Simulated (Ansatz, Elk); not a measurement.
# How LuInS2 (model structure) absorbs and reflects light, part 2 of 2

Wanted: where LuInS2 (model structure) starts to absorb, how strongly, and its refractive index. The structure is a model and need not exist. It was built so: All Se replaced by S and Tl replaced by In in the R-3m structure of LuTlSe2. The cell is first relaxed with Ansatz.

Elk 11.2.3 (patched build); DFT, PBE, all-electron APW+lo, Dirac cores, scalar-relativistic bands, independent-particle optical response without local fields.

So far: The system as given; Relaxation.

## Step 3: Ground state

The self-consistent density comes first; it also tells whether there is a gap, which decides the occupations and the need for a Drude term.

This step: DFT, PBE, all-electron APW+lo, Dirac cores, scalar-relativistic bands, ground state (Elk 11.2.3 (patched build)).

Contents of elk.in:

```
tasks
  0
  120

xctype
  20

nempty
  10

lorbcnd
  .true.

rgkmax
  7.0

swidth
  0.0018375

maxscl
  100

epsengy
  1e-05

sppath
  './'

avec
  3.698570786773 2.135370839360 14.225752766553
  -3.698570786773 2.135370839360 14.225752766553
  0.000000000000 -4.270741678720 14.225752766553

atoms
  3
  'Lu.in'
  1
  0.000000000000 0.000000000000 0.000000000000   0.000 0.000 0.000
  'In.in'
  1
  0.500000000000 0.500000000000 0.500000000000   0.000 0.000 0.000
  'S.in'
  2
  0.267658074200 0.267658074200 0.267658074200   0.000 0.000 0.000
  0.732341925800 0.732341925800 0.732341925800   0.000 0.000 0.000

ngridk
  6 6 6
```

The run is started by

```console
$ OMP_NUM_THREADS=2 elk
```

Log:

```text
┌─────────────────────────┐
│ Elk code version 11.2.3 │
└─────────────────────────┘

All units are atomic (Hartree, Bohr, etc.)

┌─────────────────────────────────────────────────┐
│ Ground-state run starting from atomic densities │
└─────────────────────────────────────────────────┘

Lattice vectors :
   3.698570787       2.135370839       14.22575277
  -3.698570787       2.135370839       14.22575277
   0.000000000      -4.270741679       14.22575277

Reciprocal lattice vectors :
  0.8494071993      0.4904054752      0.1472256081
 -0.8494071993      0.4904054752      0.1472256081
 -0.1342776173E-16 -0.9808109504      0.1472256081

Unit cell volume      :    674.1146258
Brillouin zone volume :   0.3679644439

Muffin-tin inner radius fraction :   0.1000000000E-01

Nuclei treated as point charges

Species : 1 (Lu)
 parameters loaded from : Lu.in
 name : lutetium
 nuclear charge    :   -71.00000000
 electronic charge :    71.00000000
 atomic mass :    318945.3298
 muffin-tin radius :    2.800000000
 number of radial points in muffin-tin :   1393
 inner part over the whole radius :   0.9962478555E-02
 number on inner part of muffin-tin    :    999
 approximate nuclear radius :   0.9954169502E-04
 number of mesh points to nuclear radius :    517
 atomic positions (lattice), magnetic fields (Cartesian) :
  1 :   0.00000000  0.00000000  0.00000000    0.00000000  0.00000000  0.00000000

Species : 2 (In)
 parameters loaded from : In.in
 name : indium
 nuclear charge    :   -49.00000000
 electronic charge :    49.00000000
 atomic mass :    209300.4102
 muffin-tin radius :    2.600000000
 number of radial points in muffin-tin :   1193
 inner part over the whole radius :   0.9943151076E-02
 number on inner part of muffin-tin    :    850
 approximate nuclear radius :   0.8768807633E-04
 number of mesh points to nuclear radius :    427
 atomic positions (lattice), magnetic fields (Cartesian) :
  1 :   0.50000000  0.50000000  0.50000000    0.00000000  0.00000000  0.00000000

Species : 3 (S)
 parameters loaded from : S.in
 name : sulphur
 nuclear charge    :   -16.00000000
 electronic charge :    16.00000000
 atomic mass :    58450.91931
 muffin-tin radius :    2.200000000
 number of radial points in muffin-tin :    793
 inner part over the whole radius :   0.9890556315E-02
 number on inner part of muffin-tin    :    554
 approximate nuclear radius :   0.6195814986E-04
 number of mesh points to nuclear radius :    251
 atomic positions (lattice), magnetic fields (Cartesian) :
  1 :   0.26765807  0.26765807  0.26765807    0.00000000  0.00000000  0.00000000
  2 :  -0.26765807 -0.26765807 -0.26765807    0.00000000  0.00000000  0.00000000

Total number of atoms per unit cell :    4
Total muffin-tin volume :    254.7789754
 ratio of muffin-tin to unit cell volume :   0.3779460728

Spin treatment :
 spin-unpolarised

Number of Bravais lattice symmetries :   12
Number of crystal symmetries         :   12
Crystal has inversion symmetry
Real symmetric eigensolver will be used

k-point grid :      6     6     6
k-point offset :    0.000000000       0.000000000       0.000000000
k-point set is reduced with full crystal symmetry group
Total number of k-points :       32

Muffin-tin radius times maximum |G+k| :    7.000000000
 using average radius
Maximum |G+k| for APW functions       :    2.857142857
Maximum (1/2)|G+k|²                   :    4.081632653
Maximum |G| for potential and density :    12.00000000
Constant for pseudocharge density :    8
 order of it for each species :   15  15  15
 order of it for pair densities of each species (exact exchange by exxq0 0: 15) :   13  11   7
Radial integration step length :    1

G-vector grid sizes :     60    60    60
Number of G-vectors :    19633

Maximum angular momentum used for
 APW functions            :    8
 outer part of muffin-tin :    6
 inner part of muffin-tin :    2

Total nuclear charge    :   -152.0000000
Total core charge       :    96.00000000
Total valence charge    :    56.00000000
Total excess charge     :    0.000000000
Total electronic charge :    152.0000000

Effective Wigner radius, rₛ :    1.019218233

Number of empty states         :     40
Total number of valence states :     69
Total number of core states    :     96

Conduction state local-orbitals added automatically
Third-order local-orbitals added for an l without core states : F
Total number of local-orbitals :    250

Exchange-correlation functional :     20     0     0
 Perdew-Burke-Ernzerhof, Phys. Rev. Lett. 77, 3865 (1996)
 gradient requirement :    1
 generalised gradient approximation (GGA)

Smearing type :    3
 Fermi-Dirac
Smearing width :   0.1837500000E-02
Effective electronic temperature (K) :    580.2366081

Mixing type :    3
 Broyden mixing, J. Phys. A: Math. Gen. 17, L317 (1984)

Kohn-Sham potential initialised from atomic data

┌──────────────────────────────┐
│ Self-consistent loop started │
└──────────────────────────────┘

┌─────────────────┐
│ Loop number : 1 │
└─────────────────┘

Energies :
 Fermi                       :     0.883314E-01
 sum of occupied eigenvalues :     -12923.098512025
 electron kinetic            :      23235.343997259
 core electron kinetic       :      22509.766278497
 Coulomb                     :     -43985.510019981
 Coulomb potential           :     -35482.943628595
 nuclear-nuclear             :     -1756.0004109297
 electron-nuclear            :     -49006.808735260
 Hartree                     :      6777.2991262085
 Madelung                    :     -26244.038205684
 xc potential                :     -675.49888068925
 exchange                    :     -505.51845320156
 correlation                 :     -8.117173
 electron entropic           :    -0.242581E-09
 total energy                :     -21263.801648866

Density of states at Fermi energy :   0.4154381219E-05
 (states/Hartree/unit cell)

Estimated indirect band gap :   0.5909286013E-01
 from k-point 32 to k-point 13
Estimated direct band gap   :   0.6993511712E-01
 at k-point 4

Charges :
 core                        :    96.00000000
 valence                     :    56.00000000
 interstitial                :    6.232643534
 muffin-tins (core leakage)
  species : 1 (Lu)
   atom 1                    :    69.09586846     (  0.3496109073E-06)
  species : 2 (In)
   atom 1                    :    46.99640454     (  0.1294899857E-03)
  species : 3 (S)
   atom 1                    :    14.83754173     (  0.6896169057E-04)
   atom 2                    :    14.83754173     (  0.6896169057E-04)
 total in muffin-tins        :    145.7673565
 total calculated charge     :    151.9968720
 total charge                :    152.0000000
 error                       :   0.3128045181E-02

┌─────────────────┐
│ Loop number : 2 │
└─────────────────┘

Energies :
 Fermi                       :     0.895229E-01
 sum of occupied eigenvalues :     -12923.047381218
 electron kinetic            :      23234.868067119
 core electron kinetic       :      22509.327572874
 Coulomb                     :     -43985.633019891
 Coulomb potential           :     -35482.814519904
 nuclear-nuclear             :     -1756.0004109297
 electron-nuclear            :     -49007.178801082
 Hartree                     :      6777.5461921205
 Madelung                    :     -26244.225759939
 xc potential                :     -675.10092843312
 exchange                    :     -505.52240152054
 correlation                 :     -8.117336
 electron entropic           :    -0.241977E-09
 total energy                :     -21264.404689975

Density of states at Fermi energy :   0.4141943011E-05
 (states/Hartree/unit cell)

Estimated indirect band gap :   0.5913992943E-01
 from k-point 32 to k-point 13
Estimated direct band gap   :   0.7055810277E-01
 at k-point 4

Charges :
 core                        :    96.00000000
 valence                     :    56.00000000
 interstitial                :    6.237905694
 muffin-tins (core leakage)
  species : 1 (Lu)
   atom 1                    :    69.09833321     (  0.3486495999E-06)
  species : 2 (In)
   atom 1                    :    47.00002909     (  0.1294227966E-03)
  species : 3 (S)
   atom 1                    :    14.83186600     (  0.6902849644E-04)
   atom 2                    :    14.83186600     (  0.6902849644E-04)
 total in muffin-tins        :    145.7620943
 total calculated charge     :    151.9968772
 total charge                :    152.0000000
 error                       :   0.3122819262E-02

RMS change in Kohn-Sham potential (target) :   0.3235784501     (  0.1000000000E-05)
Absolute change in total energy (target)   :   0.6030411097     (  0.1000000000E-04)

[... 14 loops left out ...]

┌──────────────────┐
│ Loop number : 17 │
└──────────────────┘

Energies :
 Fermi                       :     0.197687
 sum of occupied eigenvalues :     -12910.483780139
 electron kinetic            :      23237.545018180
 core electron kinetic       :      22508.815041377
 Coulomb                     :     -43986.891852650
 Coulomb potential           :     -35477.442221531
 nuclear-nuclear             :     -1756.0004109297
 electron-nuclear            :     -49014.862007169
 Hartree                     :      6783.9705654484
 Madelung                    :     -26248.170741885
 xc potential                :     -670.58657678789
 exchange                    :     -505.52668645322
 correlation                 :     -8.123751
 electron entropic           :    -0.197836E-06
 total energy                :     -21262.997272289

Density of states at Fermi energy :   0.6307391980E-02
 (states/Hartree/unit cell)

Estimated indirect band gap :   0.2957726139E-01
 from k-point 32 to k-point 13
Estimated direct band gap   :   0.7488120215E-01
 at k-point 4

Charges :
 core                        :    96.00000000
 valence                     :    56.00000000
 interstitial                :    6.438748758
 muffin-tins (core leakage)
  species : 1 (Lu)
   atom 1                    :    69.26254630     (  0.3199593834E-06)
  species : 2 (In)
   atom 1                    :    47.17433718     (  0.1271658058E-03)
  species : 3 (S)
   atom 1                    :    14.56218388     (  0.7041694385E-04)
   atom 2                    :    14.56218388     (  0.7041694385E-04)
 total in muffin-tins        :    145.5612512
 total calculated charge     :    151.9970903
 total charge                :    152.0000000
 error                       :   0.2909712050E-02

RMS change in Kohn-Sham potential (target) :   0.9885569853E-07 (  0.1000000000E-05)
Absolute change in total energy (target)   :   0.2692202543E-05 (  0.1000000000E-04)

Convergence targets achieved

┌──────────────────┐
│ Loop number : 18 │
└──────────────────┘

Energies :
 Fermi                       :     0.197687
 sum of occupied eigenvalues :     -12910.483779461
 electron kinetic            :      23237.545012431
 core electron kinetic       :      22508.815038413
 Coulomb                     :     -43986.891847602
 Coulomb potential           :     -35477.442220668
 nuclear-nuclear             :     -1756.0004109297
 electron-nuclear            :     -49014.861997947
 Hartree                     :      6783.9705612750
 Madelung                    :     -26248.170737268
 xc potential                :     -670.58657122526
 exchange                    :     -505.52668631227
 correlation                 :     -8.123751
 electron entropic           :    -0.197836E-06
 total energy                :     -21262.997272849

Density of states at Fermi energy :   0.6307399470E-02
 (states/Hartree/unit cell)

Estimated indirect band gap :   0.2957725690E-01
 from k-point 32 to k-point 13
Estimated direct band gap   :   0.7488119843E-01
 at k-point 4

Charges :
 core                        :    96.00000000
 valence                     :    56.00000000
 interstitial                :    6.438748760
 muffin-tins (core leakage)
  species : 1 (Lu)
   atom 1                    :    69.26254629     (  0.3199587653E-06)
  species : 2 (In)
   atom 1                    :    47.17433716     (  0.1271658058E-03)
  species : 3 (S)
   atom 1                    :    14.56218389     (  0.7041694282E-04)
   atom 2                    :    14.56218389     (  0.7041694282E-04)
 total in muffin-tins        :    145.5612512
 total calculated charge     :    151.9970903
 total charge                :    152.0000000
 error                       :   0.2909712080E-02

┌──────────────────────────────┐
│ Self-consistent loop stopped │
└──────────────────────────────┘

Warning : core states of species 2 leak from the muffin-tin :   0.1271658058E-03

Wrote STATE.OUT
```

The job ended after 44 s (2 threads of Intel Xeon Platinum 8375C at 2.90GHz (Ice Lake), shared host; peak memory 0.19 GiB; 79 s of CPU time).

Read-outs:

| Item | Value |
| --- | --- |
| total energy | -21263 Ha |
| Fermi energy | 5.379 eV |
| DOS at the Fermi level | 2.32e-4 states/eV/cell |
| gap on the k-mesh | 0.8048 eV |
| direct gap on the mesh | 2.038 eV |

There is a gap, 0.80 eV on this mesh (points off the mesh can give less), so no carriers' term is needed.

## Step 4: Independent particles

The spectrum is a sum over vertical transitions between filled and empty bands at the fixed density, so many empty bands are needed.

This step: DFT, PBE, all-electron APW+lo, Dirac cores, scalar-relativistic bands, independent-particle optical response without local fields (Elk 11.2.3 (patched build)).

elk.in: that of step 3 with these lines changed.

```diff
@@ -1,4 +1,7 @@
 tasks
-  0
-  120
+  121
+
+optcomp
+  1 1
+  3 3
 
@@ -17,9 +20,7 @@
 swidth
-  0.0018375
+  0.0110248
 
-maxscl
-  100
-
-epsengy
-  1e-05
+wplot
+  400 100 0
+  0.0 0.55124
```

The run is started by

```console
$ OMP_NUM_THREADS=2 elk
```

Log:

```text
┌─────────────────────────────────┐
│ Elk code version 11.2.3 started │
└─────────────────────────────────┘

Info(readinput): the functional depends on the density's gradient
 muffin-tin radial points multiplied by    2.00000
 (not where nrmtscf is given)

┌────────────────────┐
│ Current task : 121 │
└────────────────────┘

Info(dielectric):
 dielectric tensor written to EPSILON_ij.OUT
 optical conductivity written to SIGMA_ij.OUT
 for components
  i = 1, j = 1
  i = 3, j = 3

┌──────────────────┐
│ Elk code stopped │
└──────────────────┘
```

It took 4.2 s on 2 threads; peak memory 0.07 GiB.

This step gave:

```
electronic dielectric constant ε∞, mean of the axes : 8.816
```

Sum at mesh points, not converged in k; values under the direct gap are tails of Lorentzian lines. Im ε against photon energy; read off at these points:

| photon energy (eV) | E ∥ x | E ∥ z |
| --- | --- | --- |
| 0.00 | 0 | 0 |
| 0.50 | 0.144 | 0.152 |
| 1.00 | 0.333 | 0.347 |
| 1.50 | 0.679 | 0.692 |
| 2.00 | 1.66 | 1.63 |
| 2.50 | 3.46 | 3.08 |
| 3.00 | 6.93 | 5.93 |
| 3.50 | 12.5 | 14.3 |
| 3.71 | 14.3 | 16.1 |
| 4.00 | 11.9 | 18.0 |
| 4.50 | 10.2 | 14.9 |
| 5.00 | 9.04 | 11.3 |
| 5.50 | 7.57 | 7.12 |
| 6.00 | 6.94 | 6.19 |
| 6.50 | 4.91 | 3.99 |
| 7.00 | 3.44 | 2.62 |
| 7.50 | 3.53 | 2.06 |
| 8.00 | 3.66 | 1.95 |
| 8.50 | 3.89 | 1.95 |
| 9.00 | 2.94 | 1.96 |
| 9.50 | 2.47 | 2.14 |
| 10.00 | 2.03 | 1.75 |
| 10.50 | 1.83 | 1.75 |
| 11.00 | 1.60 | 1.85 |
| 11.50 | 1.48 | 1.63 |
| 12.00 | 1.31 | 1.39 |
| 12.50 | 1.19 | 1.23 |
| 13.00 | 1.01 | 0.995 |
| 13.50 | 0.796 | 0.912 |
| 14.00 | 0.695 | 0.850 |
| 14.50 | 0.636 | 0.719 |

Sum at mesh points, not converged in k. The reflectivity at normal incidence by photon energy; read off at these points:

| photon energy (eV) | E ∥ x (%) | E ∥ z (%) |
| --- | --- | --- |
| 0.00 | 24.2 | 25.4 |
| 0.50 | 24.5 | 25.6 |
| 1.00 | 25.3 | 26.4 |
| 1.50 | 26.8 | 27.9 |
| 2.00 | 29.2 | 30.2 |
| 2.50 | 32.2 | 32.9 |
| 3.00 | 35.0 | 36.8 |
| 3.50 | 40.8 | 43.7 |
| 3.79 | 43.0 | 45.3 |
| 4.00 | 41.1 | 47.5 |
| 4.50 | 38.6 | 49.2 |
| 5.00 | 39.8 | 53.3 |
| 5.10 | 39.5 | 53.6 |
| 5.50 | 38.4 | 48.0 |
| 6.00 | 40.5 | 51.3 |
| 6.38 | 42.6 | 52.7 |
| 6.50 | 42.4 | 52.5 |
| 7.00 | 34.0 | 51.4 |
| 7.50 | 28.2 | 41.8 |
| 8.00 | 28.5 | 32.4 |
| 8.50 | 33.2 | 27.5 |
| 9.00 | 36.9 | 23.1 |
| 9.50 | 34.7 | 25.1 |
| 10.00 | 34.6 | 24.9 |
| 10.50 | 31.2 | 21.3 |
| 11.00 | 31.4 | 22.7 |
| 11.50 | 28.8 | 25.5 |
| 12.00 | 30.1 | 27.0 |
| 12.50 | 28.0 | 27.0 |
| 13.00 | 30.3 | 26.1 |
| 13.12 | 30.6 | 25.3 |
| 13.50 | 29.2 | 22.6 |
| 14.00 | 24.3 | 22.2 |
| 14.50 | 19.3 | 20.9 |

Sum at mesh points, not converged in k; values under the direct gap are tails of Lorentzian lines. Table of loss function −Im 1/ε at q → 0 by energy loss; read off at these points:

| energy loss (eV) | E ∥ x | E ∥ z |
| --- | --- | --- |
| 0.0 | 0 | 0 |
| 0.5 | 0.00188 | 0.00175 |
| 1.0 | 0.00400 | 0.00369 |
| 1.5 | 0.00695 | 0.00630 |
| 2.0 | 0.0134 | 0.0118 |
| 2.5 | 0.0208 | 0.0171 |
| 3.0 | 0.0351 | 0.0230 |
| 3.5 | 0.0441 | 0.0356 |
| 4.0 | 0.0782 | 0.0490 |
| 4.5 | 0.0925 | 0.0672 |
| 5.0 | 0.111 | 0.0781 |
| 5.5 | 0.132 | 0.119 |
| 6.0 | 0.140 | 0.119 |
| 6.5 | 0.173 | 0.147 |
| 7.0 | 0.267 | 0.197 |
| 7.5 | 0.282 | 0.319 |
| 8.0 | 0.271 | 0.431 |
| 8.5 | 0.245 | 0.476 |
| 9.0 | 0.282 | 0.502 |
| 9.5 | 0.339 | 0.454 |
| 10.0 | 0.396 | 0.544 |
| 10.5 | 0.466 | 0.567 |
| 11.0 | 0.519 | 0.533 |
| 11.5 | 0.591 | 0.576 |
| 12.0 | 0.638 | 0.647 |
| 12.5 | 0.734 | 0.727 |
| 13.0 | 0.807 | 0.907 |
| 13.5 | 1.06 | 1.05 |
| 14.0 | 1.36 | 1.14 |
| 14.5 | 1.57 | 1.37 |

From ε follow the optical constants at some laser lines:

| wavelength (nm) | n x | k x | R (%) x | 1/α x | n z | k z | R (%) z | 1/α z |
| --- | --- | --- | --- | --- | --- | --- | --- | --- |
| 800 | 3.16 | 0.116 | 27.0 | 547 nm | 3.25 | 0.115 | 28.1 | 555 nm |
| 633 | 3.32 | 0.233 | 29.0 | 216 nm | 3.41 | 0.223 | 30.0 | 225 nm |
| 532 | 3.46 | 0.386 | 30.9 | 110 nm | 3.55 | 0.347 | 31.8 | 122 nm |
| 405 | 3.63 | 0.994 | 35.3 | 32 nm | 4.00 | 0.817 | 37.6 | 39 nm |
| 365 | 3.79 | 1.432 | 39.3 | 20 nm | 4.21 | 1.489 | 42.6 | 20 nm |
| 248 | 2.16 | 2.092 | 39.8 | 9.4 nm | 1.98 | 2.843 | 53.3 | 6.9 nm |
| 193 | 1.34 | 1.963 | 42.6 | 7.8 nm | 1.00 | 2.109 | 52.6 | 7.3 nm |

Below the direct gap, k and the depth come from the tails of the Lorentzian lines, not from transitions.

Rows near the edge hang on the gap, which this functional as a rule makes too small, and phonon-assisted absorption over an indirect gap is left out.

## Step 5: What came out

| Property | Result |
| --- | --- |
| electronic dielectric constant ε∞, mean of the axes (independent particles) | 8.82 |

What this shows: At this level (PBE, independent particles) LuInS2 has a mean ε∞ = 8.82 and n = 2.99 at 1550 nm (E ∥ x). The cell grew by 5.1 % in volume. On the mesh the gap is 0.80 eV and the least direct gap 2.04 eV, so on this mesh the band edges lie at different points. The static values by axis are 8.63 (x), 9.18 (z). Excitons and phonon-assisted transitions are missing, and so are local fields; PBE gaps are as a rule too small, which pulls the onset down and ε∞ up. Spin-orbit coupling is left out although heavy atoms are present. The sum runs over mesh points 0.31 Å⁻¹ apart with no interpolation, so peaks are partly noise of the mesh, and static values can be far off.

[Long decimals in the printed logs are rounded to 6 places.]

[Machine, clock and banner lines and Python warnings are left out of the logs.]

[Logs are printed without paths, hosts, clocks, repeated set-up lines and the standing remarks that a program may print on its own settings, such as how far it seeks lower states.]

[Hosts, paths, dates, database ids (printed as entryN), source tags and the programs' standing remarks are cut or masked in the printed files.]

[Where Elk ran, warnings of its patched build on accuracy (core leakage, angular cutoffs, spin-orbit splittings, empty states, lower magnetic states) are left out.]

[Where the starting crystal was built by hand or by swapping elements, it need not be the compound's stable phase.]

[The count of steps not shown may lack steps that the program refused or didn't finish.]
